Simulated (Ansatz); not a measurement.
# (BaO)2(AgCl)2 [001] superlattice, started as rocksalt type: the cell at rest, part 2 of 2

Task: relax (BaO)2(AgCl)2 [001] superlattice, started as rocksalt type tightly.

Ansatz 0.2.0; DFT PBE, scalar-relativistic, plane waves, PAW.

So far. Step 2 (Probe on a coarse mesh): The coarse mesh shows a gap of 0.94 eV and a pressure of 2.5 GPa.

The structure was built from a prototype and need not be the compound's stable phase.

### 4. Bringing the structure to rest (continued)

ELF in the ac plane at fractional y = 0.000, with atoms of Ag and Ba and Cl and O within 0.2 Å of it. It is the smooth field of the valence electrons, not physical close to the nuclei.

Ten even steps from '_' (0.01) to '@' (0.87), each cell a mean:
```
::==@@@@##::______--%%@@%%==
@@@@@@##--________..==%%@@@@
==--::..______________..::--
====--::..__________..::====
@@@@@@##==..______::++%%@@@@
**%%@@@@##::____..==%%@@@@##
++##@@@@##--____..++%%@@@@**
@@@@@@%%**::______--##@@@@@@
%%##**==::__________::++##%%
....____________________....
......__________________....
++==--..____________..::==++
%%##++--..________..::==**##
%%##++==::..______..::==**%%
++==--::....______....::--==
::........__________........
####**==::________..::++**##
**%%@@##==..______::++%%@@##
++%%@@%%++..______::**%%@@##
%%%%##++--..______..==**##%%
::::....______________..::::
##**++--..__________::==**##
**%%@@@@++..______::##@@@@##
__::%%@@%%::______==%%@@**..
```
Columns run along a (3.9 Å), rows up along c (11.4 Å). Atoms in or near the plane, at fractional coordinates: Ag at (0.00, 0.45), Ba at (0.00, 0.00), Cl at (0.00, 0.74), O at (0.00, 0.24).

Electrostatic potential energy in the ac plane at fractional y = 0.000, with atoms of Ag and Ba and Cl and O within 0.2 Å of it. With pseudopotentials it is smooth inside the atoms' cores, unlike the true potential.

Ten even steps from '0' (-36 eV) to '9' (14 eV), each cell a mean:
```
00247899986310
33578999988643
78889999999887
89999999999999
56799999999875
00379999999610
00279999998610
34789999999863
99999999999999
99999999999999
88999999999998
44689999999754
01368999998521
01368999998521
44689999998754
88999999999998
78999999999997
01699999999941
01699999999941
67999999999997
99999999999999
56788999998876
11357899987521
00136899885310
```
Columns run along a (3.9 Å; values clipped at the 3rd and 97th percentile), rows up along c (11.4 Å). Atoms in or near the plane, at fractional coordinates: Ag at (0.00, 0.45), Ba at (0.00, 0.00), Cl at (0.00, 0.74), O at (0.00, 0.24).

In this step the volume went from 21.65 to 21.78 Å³/atom.

### 5. Tight relaxation

Phonons need a cell at rest on their own settings, so the relaxation is repeated with tight tolerances on forces and stress on the k mesh and occupations of the first response run.

input.yaml reads:

```yaml
crystal:
  lattice:
    - [2.7593434527, 2.7593434527, 0.0]
    - [-2.7593434527, 2.7593434527, 0.0]
    - [0.0, 0.0, 11.4419557284]
  atoms:
    - { symbol: Ag, position: [0.0, 0.0, 0.4488998751] }
    - { symbol: Ag, position: [0.5, 0.5, 0.8011001249] }
    - { symbol: Ba, position: [0.0, 0.0, 0.0012591469] }
    - { symbol: Ba, position: [0.5, 0.5, 0.2487408531] }
    - { symbol: Cl, position: [0.5, 0.5, 0.5139856571] }
    - { symbol: Cl, position: [0.0, 0.0, 0.7360143429] }
    - { symbol: O, position: [0.5, 0.5, 0.0103126776] }
    - { symbol: O, position: [0.0, 0.0, 0.2396873224] }
kpoints:
  mp_grid: { grid: [8, 8, 2] }
hamiltonian:
  xc: pbe
scf:
  occupations: { method: fixed }
output:
  forces: true
  stress: true
  eigenvalues: true
relax:
  adjacent_minimum: "off"
  f_tol: 0.001
  max_steps: 60
  cell: { stress_tol: 0.01 }
```

Command:

```bash
$ ansatz run input.yaml --threads 4 --pin off --max-ram 14336MiB --backend cpu --events-out ev --progress --plain --runs-dir out
```

Numbers of over 12 decimals in the logs are rounded to 6 here.

The program printed:

```text
[...]
Crystal: 8 atoms, lattice volume = 174.238 Å³
Basis set: ecut = 420 eV, 3391 PW (Γ), exchange–correlation on 54×54×160 points (8 copies of the dense FFT grid, shifted against one another)
Bands: 51, of which v1, the nominal top of the filled ones, is band 42 counted from 1 (41 counted from 0)
Symmetry: 16 space group operations
[...]
k-points: 30 of 128
[...]
- [2.758308, 2.758308, 0.0]
    - [-2.758308, 2.758308, 0.0]
    - [0.0, 0.0, 11.464465]
  atoms:
    - { symbol: Ag, position: [0, 0, 0.448352] }
    - { symbol: Ag, position: [0.5, 0.5, 0.801648] }
    - { symbol: Ba, position: [0, 0, 0.00142951] }
    - { symbol: Ba, position: [0.5, 0.5, 0.248570] }
    - { symbol: Cl, position: [0.5, 0.5, 0.513416] }
    - { symbol: Cl, position: [0, 0, 0.736584] }
    - { symbol: O, position: [0.5, 0.5, 0.010469] }
    - { symbol: O, position: [0, 0, 0.239531] }
[key lines of the parts left out:]
SCF converged after 7 iterations
Free energy (F): -30381.121712 eV
Fermi energy:    7.639067 eV
P = ⅓ Tr σ = 0.0009 GPa (0.009 kbar)
```

The job ended after 29 s (4 threads of Arm Neoverse V2, shared host; peak memory 0.66 GiB).

Step by step:

```
step  energy less that of the first step (eV)  largest force component (eV/Å)  pressure (GPa)  volume (Å³)
   1                                   0.0000                          0.0011            0.01       174.24
   2                                   0.0001                          0.0061           -0.01       174.31
   3                                   0.0000                          0.0007            0.00       174.26
   4                                   0.0001                          0.0027            0.00       174.36
   5                                   0.0002                          0.0018           -0.01       174.44
   6                                   0.0002                          0.0008            0.00       174.45
  7*                                   0.0000                          0.0008            0.00       174.45
```

Relaxation steps marked * repeat the geometry before them on a plane-wave basis chosen anew for their cell, so energy and pressure can jump there. Relaxation step 2 was tried and not accepted.

The run keeps the 16 symmetry operations that it works with, so distortions that break them were not tested.

```
conventional cell, symmetrised  before   after  change
                         a (Å)   3.902   3.901  -0.0 %
                         b (Å)   3.902   3.901  -0.0 %
                         c (Å)  11.442  11.464  +0.2 %
              volume (Å³/atom)   21.78   21.81  +0.1 %
```

The relaxed structure:

```xyz
8
Lattice="2.7583 2.7583 0.0000 -2.7583 2.7583 0.0000 0.0000 0.0000 11.4645" Properties=species:S:1:pos:R:3 pbc="T T T"
Ag    0.0000    0.0000    5.1401
Ag    0.0000    2.7583    9.1905
Ba    0.0000    0.0000    0.0164
Ba    0.0000    2.7583    2.8497
Cl    0.0000    2.7583    5.8860
Cl    0.0000    0.0000    8.4445
O     0.0000    2.7583    0.1200
O     0.0000    0.0000    2.7461
```

This step gave:

```yaml
pressure: 8.90e-4 GPa
gap_on_the_k_mesh: 1.758 eV
volume_per_atom: 21.81 Å³
direct_gap_on_mesh: 1.960 eV
```

The largest force component left is 0.78 meV/Å and the pressure is 0.001 GPa, within the tolerances set. The cell now holds 21.81 Å³/atom.

### 6. Summary of results

```yaml
space_group_after_relaxation_within_0p01_a: P4/nmm
lattice_constant_a: 3.901 Å
lattice_constant_b: 3.901 Å
lattice_constant_c: 11.464 Å
volume_per_atom: 21.8 Å³
gap_on_the_k_mesh: 1.76 eV
```

**Reading.** The largest force component left is 0.78 meV/Å and the pressure is 0.001 GPa, within the tolerances set. The cell now holds 21.81 Å³/atom. The relaxation keeps the symmetry of its start, so it says nothing on stability against lower symmetry. Spin-orbit coupling is left out, which can matter for the heavy elements here. The starting cell was built on a prototype and not taken from a measurement, so the phase need not exist.

[Logs are printed without paths, hosts, clocks, repeated set-up lines and the standing remarks that a program may print on its own settings, such as how far it seeks lower states.]

[Hosts, paths, dates, database ids (printed as entryN), source tags and the programs' standing remarks are cut or masked in the printed files.]
